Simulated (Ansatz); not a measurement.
**LiPb (Pm-3m): Grüneisen parameters**

Does LiPb (Pm-3m) expand much on heating, by its phonons?

Program: Ansatz 0.2.0. Level of theory: DFT PBEsol, scalar-relativistic, plane waves, PseudoDojo norm-conserving pseudopotentials. Results are calculated unless marked as measured.

The database entry behind the starting cell is an old determination (1941), so it need not match the best structure at ambient conditions.

## (1) Starting point

It takes space group Pm-3m (No. 221, cubic). Conventional cell: a = 3.514 Å, b = 3.514 Å, c = 3.514 Å, α = 90.00°, β = 90.00°, γ = 90.00°. Li has 8 Pb at 3.04 Å nearest. Nearest to Pb lie 8 Li at 3.04 Å. Farther neighbours are not listed.

Coordinates:

```cif
data_structure
_symmetry_space_group_name_H-M 'Pm-3m'
_symmetry_Int_Tables_number 221
_cell_length_a 3.5138
_cell_length_b 3.5138
_cell_length_c 3.5138
_cell_angle_alpha 90.000
_cell_angle_beta 90.000
_cell_angle_gamma 90.000
_cell_volume 43.39
loop_
_atom_site_label
_atom_site_type_symbol
_atom_site_symmetry_multiplicity
_atom_site_Wyckoff_symbol
_atom_site_fract_x
_atom_site_fract_y
_atom_site_fract_z
_atom_site_occupancy
Li1 Li 1 b 0.50000 0.50000 0.50000 1
Pb1 Pb 1 a 0.00000 0.00000 0.00000 1
```

## (2) The dispersion

The cell comes from relaxations at this level that are not shown. Stability and thermal properties need the whole zone. Linear response on a 4×4×4 q mesh gives force constants as far as a supercell of that size would.

File input.yaml:

```yaml
crystal:
  lattice:
    - [3.5138236114, 0.0, 0.0]
    - [0.0, 3.5138236114, 0.0]
    - [0.0, 0.0, 3.5138236114]
  atoms:
    - { symbol: Li, position: [0.5, 0.5, 0.5] }
    - { symbol: Pb, position: [0.0, 0.0, 0.0] }
kpoints:
  mp_grid: { grid: [12, 12, 12] }
hamiltonian:
  xc: pbesol
  pseudopotentials: { kind: nc, accuracy: standard }
scf:
  occupations: { method: methfessel_paxton, width: 0.15 }
output:
  eigenvalues: true
phonons:
  method: dfpt
  qmesh: [4, 4, 4]
  temperatures: { t_max: 1000, t_step: 50 }
  qpath:
    path:
      - [[0.0, 0.0, 0.0], [0.0, 0.5, 0.0], [0.5, 0.5, 0.0], [0.0, 0.0, 0.0], [0.5, 0.5, 0.5], [0.0, 0.5, 0.0]]
      - [[0.5, 0.5, 0.5], [0.5, 0.5, 0.0]]
    npoints: 10
```

The run is started by

```sh
ansatz run input.yaml --threads 4 --pin off --max-ram 7168MiB --backend cpu --events-out ev --progress --plain --runs-dir out
```

Numbers of over 12 decimals in the logs are rounded to 6 here.

Output:

```text
Engine: ansatz 0.2.0, aarch64-unknown-linux-gnu
Pseudopotentials: kind: nc
Pseudopotential: Li, nc, valence charge 3, recommended cutoff 1006.821291 eV (normal), Li.nc.azcp (PseudoDojo's, or run here from an input of PseudoDojo's; its table is named by hamiltonian.pseudopotentials.accuracy)
Pseudopotential: Pb, nc, valence charge 14, recommended cutoff 850 eV (normal), Pb.nc.azcp (PseudoDojo's, or run here from an input of PseudoDojo's; its table is named by hamiltonian.pseudopotentials.accuracy)
Functional definition: PBEsol
  exchange = pbesol_x
  correlation = pbesol_c
Crystal: 2 atoms, lattice volume = 43.385 Å³
Basis set: ecut = 1006.821291 eV, 3119 PW (Γ), exchange–correlation on 80×80×80 points (8 copies of the dense FFT grid, shifted against one another)
Bands: 13, of which v1, the nominal top of the filled ones, is band 9 counted from 1 (8 counted from 0)
Symmetry: 48 space group operations
k-points: 84 of 1728
Non-local potential: Li, projectors of the file, l = 0: 2, l = 1: 2
Non-local potential: Pb, projectors of the file, l = 0: 3, l = 1: 2, l = 2: 2, l = 3: 1
Initial density: superposition of atomic densities (chi_scale 0.1, normalization cell, long waves kept (reshape's long-wave potential 0.00 eV rms))
Initial wavefunctions: pseudopotential atomic-orbital guess
Functional: x = pbesol(κ = 0.804, μ = 0.123457), c = pbesol(β = 0.046)
SCF iter   1: F=—  HF=-2094.201937 eV  |F-HF|=—  |Δ(HF+E_count)|=         —  Δρ=2.79e-2  dr2=4.59e-1  ethr=3.10e-3  ⟨swp⟩=5.0  Hψ=6322  notcnv=0
preconditioner: auto → none  [metal: Δε(μ)=0.040 eV  Ē_g=17.002 eV  σ=0.150 eV  W_gap=0.22  n_scr=6 (ndim 8)  ℏωp=21.8 eV  f_vac=0.000  D(μ)=0.95/eV (n_scr^D=6)  sad-step TF]
SCF iter   2: F=—  HF=-2094.057440 eV  |F-HF|=—  |Δ(HF+E_count)|=   1.44e-1  S|Δr|=    0.00e0  Δρ=1.56e-2  dr2=1.79e-1  ethr=2.70e-3  ⟨swp⟩=1.5  Hψ=1819  notcnv=0  defer=15
SCF iter   3: F=—  HF=-2093.966657 eV  |F-HF|=—  |Δ(HF+E_count)|=   9.08e-2  S|Δr|=    0.00e0  Δρ=2.27e-3  dr2=4.83e-4  ethr=1.06e-3  ⟨swp⟩=3.4  Hψ=2256  notcnv=0  defer=21
SCF iter   4: F=—  HF=-2093.966597 eV  |F-HF|=—  |Δ(HF+E_count)|=   6.01e-5  S|Δr|=    0.00e0  Δρ=1.96e-4  dr2=7.50e-6  ethr=2.84e-6  ⟨swp⟩=2.3  Hψ=2032  notcnv=0  defer=31
SCF iter   5: F=—  HF=-2093.966598 eV  |F-HF|=—  |Δ(HF+E_count)|=   1.21e-6  S|Δr|=    0.00e0  Δρ=2.04e-5  dr2=5.37e-8  ethr=4.41e-8  ⟨swp⟩=2.2  Hψ=1381  notcnv=0  defer=31
SCF iter   6: F=—  HF=-2093.966596 eV  |F-HF|=—  |Δ(HF+E_count)|=   2.05e-6  S|Δr|=    0.00e0  Δρ=9.18e-7  dr2=1.58e-10  ethr=3.16e-10  ⟨swp⟩=2.5  Hψ=1630  notcnv=0  defer=33
SCF iter   7: F=-2093.966596 eV  HF=-2093.966596 eV  |F-HF|=1.36e-12  |Δ(HF+E_count)|=  6.55e-11  S|Δr|=    0.00e0  Δρ=8.52e-8  dr2=1.93e-12  ethr=1.00e-12  ⟨swp⟩=9.0  Hψ=6320  notcnv=0
SCF 1 converged in 7 iterations: F = -2093.966596 eV  dr2 = 1.93e-12
phonons: the bands overlap, so this run is a metal and interpolates without the dipole-dipole term. If the crystal is really an insulator or semiconductor, its LO-TO splitting is missing
NSCF: frozen V_eff on 84 k-points
WARN: eigensolver did not converge in 5 slots of this pass, the one above among them; of largest residual over every band (k=9): 1 band(s) unlocked (lowest unlocked band 12, counted from 0; max residual 1.54e-4 eV among the unlocked bands, 1.54e-4 eV over every band); of lowest unlocked band (k=9): band 12
NSCF: frozen V_eff on 196 k-points
DFPT response loops at q = (0, 0, 0) (fractional): preconditioner auto → Kerker (q_TF=auto, 2.334 Å⁻¹) (partly filled bands, converged f_vac=0.000); β = 1.00, the filter's whole step (`scf.mixing.beta` (0.50) is not read by the response loops under this deck's `scf.mixing.preconditioner`; to damp them name `kerker` or `kerker_dos`, under which they read `scf.mixing.beta`, and type it under 1.00, their step now; both keys bind the ground state too); Broyden in place of MSR1
NSCF: frozen V_eff on 1176 k-points
DFPT response loops at q = (0, 0, 0.25) (fractional): mixed as the last ones told, above
NSCF: frozen V_eff on 686 k-points
DFPT response loops at q = (0, 0, -0.5) (fractional): mixed as the last ones told, above
NSCF: frozen V_eff on 2016 k-points
DFPT response loops at q = (0, 0.25, 0.25) (fractional): mixed as the last ones told, above
NSCF: frozen V_eff on 1176 k-points
DFPT response loops at q = (0, 0.25, -0.5) (fractional): mixed as the last ones told, above
NSCF: frozen V_eff on 686 k-points
DFPT response loops at q = (0, -0.5, -0.5) (fractional): mixed as the last ones told, above
NSCF: frozen V_eff on 1872 k-points
DFPT response loops at q = (0.25, 0.25, 0.25) (fractional): mixed as the last ones told, above
NSCF: frozen V_eff on 2016 k-points
DFPT response loops at q = (0.25, 0.25, -0.5) (fractional): mixed as the last ones told, above
NSCF: frozen V_eff on 1176 k-points
DFPT response loops at q = (0.25, -0.5, -0.5) (fractional): mixed as the last ones told, above
NSCF: frozen V_eff on 392 k-points
DFPT response loops at q = (-0.5, -0.5, -0.5) (fractional): mixed as the last ones told, above
SCF converged after 7 iterations
Stability not checked: this state was not tested for a lower state beside it, because cold or Methfessel-Paxton smearing, or corrected tetrahedra, fill the levels in a way that the test cannot read (fill_not_monotonic; see scf.lower_state_search)
Free energy (F): -2093.966596 eV
Harris-Foulkes:  -2093.966596 eV  (|F-HF|=1.36e-12)
Internal energy: -2093.966815 eV  (E = F + TS)
E sigma→0 (E₀):  -2093.966651 eV
Entropy (-TS):   0.000219 eV (0.110 meV/atom)
Fermi energy:    8.682379 eV
--- Per-component energies (eV) ---
  E_band       = -134.573635
  E_kinetic    = 1078.446382
  E_local      = -1296.903333  (includes V_loc(G=0)·N_el)
  E_nonlocal   = -398.770784
  E_hartree    = 424.345881
  E_xc         = -571.266670
  E_vxc        = -366.037686  (∫ρ·V_xc dr)
  E_ewald      = -1329.818291
  E_smearing   = 0.000219  (= −TS)
  E_closure    = -0.000000  (closes the sum)
  Σ components = -2093.966596   (vs F -2093.966596, Δ=0.00e0)
--- Band table (eV; the first three rows and the last of 84) ---
  k-point 0: bands = [... 5 lower, -7.9765, -1.9718, 10.9463, 10.9463, 10.9463, 14.2639, 15.1500, 15.1500]
  k-point 1: bands = [... 5 lower, -7.9760, -1.9015, 10.1322, 11.0439, 11.0439, 14.4273, 15.2091, 15.9396]
  k-point 2: bands = [... 5 lower, -7.9747, -1.6941, 8.6450, 11.3316, 11.3316, 14.5134, 15.3861, 17.7320]
  k-point 83: bands = [... 5 lower, -7.8411, 2.9425, 8.0324, 8.0324, 8.0324, 11.1652, 11.1652, 11.1652]
--- Phonons (Γ-DFPT): 2 representative perturbations + reference (Σ response iterations 6) ---
  ASR residual: 3.931e-5 → 0.000e0 eV/Å²; symmetrization residual: 4.100e-7 eV/Å²
  ASR residual per site (eV/Å²): 3.64e-5 3.93e-5
  Γ frequencies (cm⁻¹): 0.00 0.00 0.00 257.06 257.06 257.06
--- Phonons (arbitrary-q DFPT): 10 irreducible q on the 4×4×4 mesh ---
  q = [0.0000, 0.0000, 0.0000] (star 1, of the zone-centre solve; hermiticity 5.03e-7, symmetrization 7.89e-15): -0.00 -0.00 0.00 257.06 257.06 257.06
  q = [0.0000, 0.0000, 0.2500] (star 6, 4 solved perturbations in 1848 linear systems a pass and spin channel, the states on 588 of 1728 k-point pairs; hermiticity 7.30e-7, symmetrization 6.55e-13, the responses' own estimated error 1.5e-5 eV/Å²): 33.56 33.56 49.89 245.09 245.09 252.35
  q = [0.0000, 0.0000, -0.5000] (star 3, 4 solved perturbations in 1078 linear systems a pass and spin channel, the states on 343 of 1728 k-point pairs; hermiticity 1.65e-13, symmetrization 1.59e-12, the responses' own estimated error 1.6e-5 eV/Å²): 50.94 50.94 66.86 237.65 237.65 263.52
  q = [0.0000, 0.2500, 0.2500] (star 12, 4 solved perturbations in 3108 linear systems a pass and spin channel, the states on 1008 of 1728 k-point pairs; hermiticity 4.63e-7, symmetrization 1.49e-13, the responses' own estimated error 1.4e-5 eV/Å²): 29.84 44.61 66.46 243.08 245.82 260.98
  q = [0.0000, 0.2500, -0.5000] (star 12, 6 solved perturbations on 588 of 1728 k-point pairs; hermiticity 1.04e-8, symmetrization 5.83e-14, the responses' own estimated error 1.5e-5 eV/Å²): 46.68 49.33 52.70 248.98 255.62 260.37
  q = [0.0000, -0.5000, -0.5000] (star 3, 4 solved perturbations in 1078 linear systems a pass and spin channel, the states on 343 of 1728 k-point pairs; hermiticity 1.24e-7, symmetrization 1.52e-13, the responses' own estimated error 1.3e-5 eV/Å²): 31.02 31.02 53.69 259.41 273.09 273.09
  q = [0.2500, 0.2500, 0.2500] (star 8, 2 solved perturbations on 936 of 1728 k-point pairs; hermiticity 7.12e-8, symmetrization 2.31e-13, the responses' own estimated error 1.4e-5 eV/Å²): 49.53 49.53 64.06 245.95 245.95 259.69
  q = [0.2500, 0.2500, -0.5000] (star 12, 4 solved perturbations in 3108 linear systems a pass and spin channel, the states on 1008 of 1728 k-point pairs; hermiticity 4.61e-7, symmetrization 2.22e-13, the responses' own estimated error 1.4e-5 eV/Å²): 45.95 47.82 57.85 232.57 252.80 268.09
  q = [0.2500, -0.5000, -0.5000] (star 6, 4 solved perturbations in 1848 linear systems a pass and spin channel, the states on 588 of 1728 k-point pairs; hermiticity 3.22e-7, symmetrization 5.61e-13, the responses' own estimated error 1.4e-5 eV/Å²): 37.73 37.73 64.23 247.04 254.85 254.85
  q = [-0.5000, -0.5000, -0.5000] (star 1, 2 solved perturbations on 196 of 1728 k-point pairs; hermiticity 1.11e-12, symmetrization 3.59e-12, the responses' own estimated error 1.4e-5 eV/Å²): 21.90 21.90 21.90 225.87 225.87 225.87
  sum rule: each row above includes the acoustic sum rule's correction from the zone centre's row sums; it moved no ω² by more than (1.19 cm⁻¹)²
  mesh force constants: q→R imaginary residual 2.83e-18; ASR residual 3.931e-5 → 0.000e0 eV/Å²; symmetrization residual 8.882e-16 eV/Å²
  interpolated dispersion: 62 rows × 6 modes
  density of states and harmonic sums: on the 20×20×20 q-mesh, interpolated from the force constants of a 4×4×4 supercell (no non-analytic term)
  largest difference from the sums on the solved wave vectors: F 1.46e-2 eV, S 1.87e-5 and C_V 4.01e-6 eV/K
  zero-point energy: 0.055626 eV/cell   skipped modes (ω ≤ 0): 3   left out of the sums: 6.25e-5 of the cell's modes: C_V's classical limit lies that fraction below 3 k_B per atom; for a crystal, a wire or a layer, F and S can be off by more, and a phonons.interpolated_qmesh denser along its periods is the remedy for the sampling
```

The job ended after 6.6 min (4 threads of Arm Neoverse V2, shared host; peak memory 3.5 GiB; 26 min of CPU time).

Numbers from this step:

```yaml
volume_per_atom: 21.69 Å³
gap_on_the_k_mesh: 0 eV
sum_rule_residual_before_enforcement: 3.93e-5 eV/Å²
lowest_frequency_on_the_path: 0 cm⁻¹
point_group: m-3m
highest_frequency_on_the_path_or_at_a_solved_wavevector: 273.1 cm⁻¹
mean_frequency: 149.6 cm⁻¹
debye_temperature_second_moment: 337 K
logarithmic_mean_frequency: 107.5 cm⁻¹
highest_optical_mode_at_the_zone_centre_no_lo_to_term: 257.1 cm⁻¹
lowest_optical_zone_centre_mode: 257.1 cm⁻¹
lowest_mode_on_the_q_mesh_acoustic_modes_at_gamma_apart: 21.9 cm⁻¹
zero_point_energy_per_atom: 27.81 meV
heat_capacity_at_300_k: 23.47 J/(mol atoms K)
vibrational_entropy_at_300_k: 42.24 J/(mol atoms K)
edges_of_the_widest_gap_between_branches_on_path_and_mesh: 66.9, 225.9 cm⁻¹
```

Frequencies (cm⁻¹) solved at each irreducible wavevector; negative means imaginary. Frequencies by wavevector, by row:

| q in reciprocal lattice units | star | mode 1 | mode 2 | mode 3 | mode 4 | mode 5 | mode 6 |
| --- | --- | --- | --- | --- | --- | --- | --- |
| 0 0 0 | 1 | 0 | 0 | 0 | 257.1 | 257.1 | 257.1 |
| 0 0 0.25 | 6 | 33.6 | 33.6 | 49.9 | 245.1 | 245.1 | 252.3 |
| 0 0 -0.5 | 3 | 50.9 | 50.9 | 66.9 | 237.7 | 237.7 | 263.5 |
| 0 0.25 0.25 | 12 | 29.8 | 44.6 | 66.5 | 243.1 | 245.8 | 261 |
| 0 0.25 -0.5 | 12 | 46.7 | 49.3 | 52.7 | 249 | 255.6 | 260.4 |
| 0 -0.5 -0.5 | 3 | 31 | 31 | 53.7 | 259.4 | 273.1 | 273.1 |
| 0.25 0.25 0.25 | 8 | 49.5 | 49.5 | 64.1 | 245.9 | 245.9 | 259.7 |
| 0.25 0.25 -0.5 | 12 | 46 | 47.8 | 57.9 | 232.6 | 252.8 | 268.1 |
| 0.25 -0.5 -0.5 | 6 | 37.7 | 37.7 | 64.2 | 247 | 254.8 | 254.8 |
| -0.5 -0.5 -0.5 | 1 | 21.9 | 21.9 | 21.9 | 225.9 | 225.9 | 225.9 |

Symmetry leaves 10 wavevectors to solve. The lowest mode among them, the acoustic zeros apart, lies at q = (-0.5, -0.5, -0.5) and is real, 21.9 cm⁻¹.

## (3) Relaxing at another volume, volume ratio 0.97

The volume is scaled by 0.97 and held; symmetry leaves nothing to relax, so this is a single point. The modes can then be followed against volume.

input.yaml, the sections that differ from step 2:

```yaml
crystal:
  lattice:
    - [3.4783280168, 0.0, 0.0]
    - [0.0, 3.4783280168, 0.0]
    - [0.0, 0.0, 3.4783280168]
  atoms:
    - { symbol: Li, position: [0.5, 0.5, 0.5] }
    - { symbol: Pb, position: [0.0, 0.0, 0.0] }
output:
  forces: true
  stress: true
  eigenvalues: true
# kpoints, hamiltonian, scf: as in step 2
# phonons: removed
```

Output:

```text
[...]
Crystal: 2 atoms, lattice volume = 42.083 Å³
Basis set: ecut = 1006.821291 eV, 2969 PW (Γ), exchange–correlation on 72×72×72 points (8 copies of the dense FFT grid, shifted against one another)
Bands: 13, of which v1, the nominal top of the filled ones, is band 9 counted from 1 (8 counted from 0)
Symmetry: 48 space group operations
[...]
k-points: 84 of 1728
[...]
--- Band table (eV; the first three rows and the last of 84) ---
  k-point 0: bands = [... 5 lower, -7.6129, -1.7562, 11.3586, 11.3586, 11.3586, 14.9269, 15.6163, 15.6163]
  k-point 1: bands = [... 5 lower, -7.6123, -1.6835, 10.5358, 11.4596, 11.4596, 15.0628, 15.6747, 16.4374]
  k-point 2: bands = [... 5 lower, -7.6109, -1.4689, 9.0211, 11.7574, 11.7574, 15.1231, 15.8499, 18.2641]
  k-point 83: bands = [... 5 lower, -7.4666, 3.4259, 8.3763, 8.3763, 8.3763, 11.5447, 11.5447, 11.5447]
[key lines of the parts left out:]
SCF converged after 6 iterations
Free energy (F): -2093.961942 eV
Fermi energy:    9.069750 eV
P = ⅓ Tr σ = 1.1818 GPa (11.818 kbar)
```

Run time: 1.7 s. Hardware: 4 threads; peak memory 0.41 GiB.

Numbers from this step:

```
pressure        : 1.182 GPa
volume per atom : 21.04 Å³
```

The run ends at a pressure of 1.18 GPa.

## (4) Phonons at the other volume, volume ratio 0.97

The phonons are repeated at this volume on the same k and q meshes.

input.yaml, the sections that differ from step 3:

```yaml
output:
  eigenvalues: true
phonons:
  method: dfpt
  qmesh: [4, 4, 4]
  temperatures: { t_max: 1000, t_step: 50 }
  qpath:
    path:
      - [[0.0, 0.0, 0.0], [0.0, 0.5, 0.0], [0.5, 0.5, 0.0], [0.0, 0.0, 0.0], [0.5, 0.5, 0.5], [0.0, 0.5, 0.0]]
      - [[0.5, 0.5, 0.5], [0.5, 0.5, 0.0]]
    npoints: 10
# crystal, kpoints, hamiltonian, scf: as in step 3
```

Output:

```text
[...]
Crystal: 2 atoms, lattice volume = 42.083 Å³
Basis set: ecut = 1006.821291 eV, 2969 PW (Γ), exchange–correlation on 72×72×72 points (8 copies of the dense FFT grid, shifted against one another)
Bands: 13, of which v1, the nominal top of the filled ones, is band 9 counted from 1 (8 counted from 0)
Symmetry: 48 space group operations
k-points: 84 of 1728
[...]
SCF iter   1: F=—  HF=-2094.200276 eV  |F-HF|=—  |Δ(HF+E_count)|=         —  Δρ=2.87e-2  dr2=4.66e-1  ethr=3.10e-3  ⟨swp⟩=5.0  Hψ=6316  notcnv=0
[...]
SCF iter   7: F=-2093.961942 eV  HF=-2093.961942 eV  |F-HF|=9.09e-13  |Δ(HF+E_count)|=  6.46e-11  S|Δr|=    0.00e0  Δρ=9.03e-8  dr2=1.41e-12  ethr=1.00e-12  ⟨swp⟩=9.1  Hψ=6341  notcnv=0
the search or the solves at the SCF's close seem to have found levels that the self-consistency loop had missed (the run counts 1). By its estimate they hold under 1e-12 electrons; where the run keeps them, the occupations were computed again with them
SCF 1 converged in 7 iterations: F = -2093.961942 eV  dr2 = 1.41e-12
[...]
NSCF: frozen V_eff on 84 k-points
[...]
SCF converged after 7 iterations
[...]
Free energy (F): -2093.961942 eV
[...]
Internal energy: -2093.962470 eV  (E = F + TS)
E sigma→0 (E₀):  -2093.962074 eV
Entropy (-TS):   0.000528 eV (0.264 meV/atom)
Fermi energy:    9.069749 eV
[...]
--- Band table (eV; the first three rows and the last of 84) ---
  k-point 0: bands = [... 5 lower, -7.6129, -1.7562, 11.3586, 11.3586, 11.3586, 14.9269, 15.6163, 15.6163]
  k-point 1: bands = [... 5 lower, -7.6123, -1.6835, 10.5358, 11.4596, 11.4596, 15.0628, 15.6747, 16.4374]
  k-point 2: bands = [... 5 lower, -7.6109, -1.4689, 9.0211, 11.7574, 11.7574, 15.1231, 15.8499, 18.2641]
  k-point 83: bands = [... 5 lower, -7.4666, 3.4259, 8.3763, 8.3763, 8.3763, 11.5447, 11.5447, 11.5447]
[...]
ASR residual: 7.092e-5 → 0.000e0 eV/Å²; symmetrization residual: 1.712e-6 eV/Å²
  ASR residual per site (eV/Å²): 2.07e-5 7.09e-5
  Γ frequencies (cm⁻¹): 0.00 0.00 0.00 267.56 267.56 267.56
--- Phonons (arbitrary-q DFPT): 10 irreducible q on the 4×4×4 mesh ---
[...]
interpolated dispersion: 62 rows × 6 modes
[...]
```

Elapsed: 5.6 min, on 4 threads; peak memory 3.4 GiB.

This step gave:

```yaml
sum_rule_residual_before_enforcement: 7.09e-5 eV/Å²
highest_frequency_on_the_path_or_at_a_solved_wavevector: 285.1 cm⁻¹
mean_frequency: 156.4 cm⁻¹
debye_temperature_second_moment: 352 K
logarithmic_mean_frequency: 113 cm⁻¹
highest_optical_mode_at_the_zone_centre_no_lo_to_term: 267.6 cm⁻¹
lowest_optical_zone_centre_mode: 267.6 cm⁻¹
lowest_mode_on_the_q_mesh_acoustic_modes_at_gamma_apart: 24.98 cm⁻¹
zero_point_energy_per_atom: 29.08 meV
heat_capacity_at_300_k: 23.35 J/(mol atoms K)
vibrational_entropy_at_300_k: 41.06 J/(mol atoms K)
edges_of_the_widest_gap_between_branches_on_path_and_mesh: 72.5, 234.8 cm⁻¹
```

Frequencies (cm⁻¹) solved at each irreducible wavevector; negative means imaginary. Frequencies by wavevector, by row:

| q in reciprocal lattice units | star | mode 1 | mode 2 | mode 3 | mode 4 | mode 5 | mode 6 |
| --- | --- | --- | --- | --- | --- | --- | --- |
| 0 0 0 | 1 | 0 | 0 | 0 | 267.6 | 267.6 | 267.6 |
| 0 0 0.25 | 6 | 34.7 | 34.7 | 52.8 | 255.5 | 255.5 | 263.4 |
| 0 0 -0.5 | 3 | 52.7 | 52.7 | 72.5 | 247.9 | 247.9 | 275.6 |
| 0 0.25 0.25 | 12 | 32 | 45.8 | 70 | 254.5 | 256.2 | 271.7 |
| 0 0.25 -0.5 | 12 | 49.2 | 53.8 | 54 | 259.5 | 266.7 | 272.4 |
| 0 -0.5 -0.5 | 3 | 34.8 | 34.8 | 54.6 | 269.9 | 285.1 | 285.1 |
| 0.25 0.25 0.25 | 8 | 52.2 | 52.2 | 66.9 | 256.1 | 256.1 | 271.1 |
| 0.25 0.25 -0.5 | 12 | 48.3 | 52.2 | 60.6 | 242.7 | 264.1 | 279.2 |
| 0.25 -0.5 -0.5 | 6 | 42.3 | 42.3 | 67.4 | 257.7 | 266.1 | 266.1 |
| -0.5 -0.5 -0.5 | 1 | 25 | 25 | 25 | 234.8 | 234.8 | 234.8 |

The highest optical mode at the zone centre (no LO-TO term) is 267.6 cm⁻¹, +10.5 cm⁻¹ against the base run.

(Continued in part 2 of 2.)

[Logs are printed without paths, hosts, clocks, repeated set-up lines and the standing remarks that a program may print on its own settings, such as how far it seeks lower states.]

[Hosts, paths, dates, database ids (printed as entryN), source tags and the programs' standing remarks are cut or masked in the printed files.]
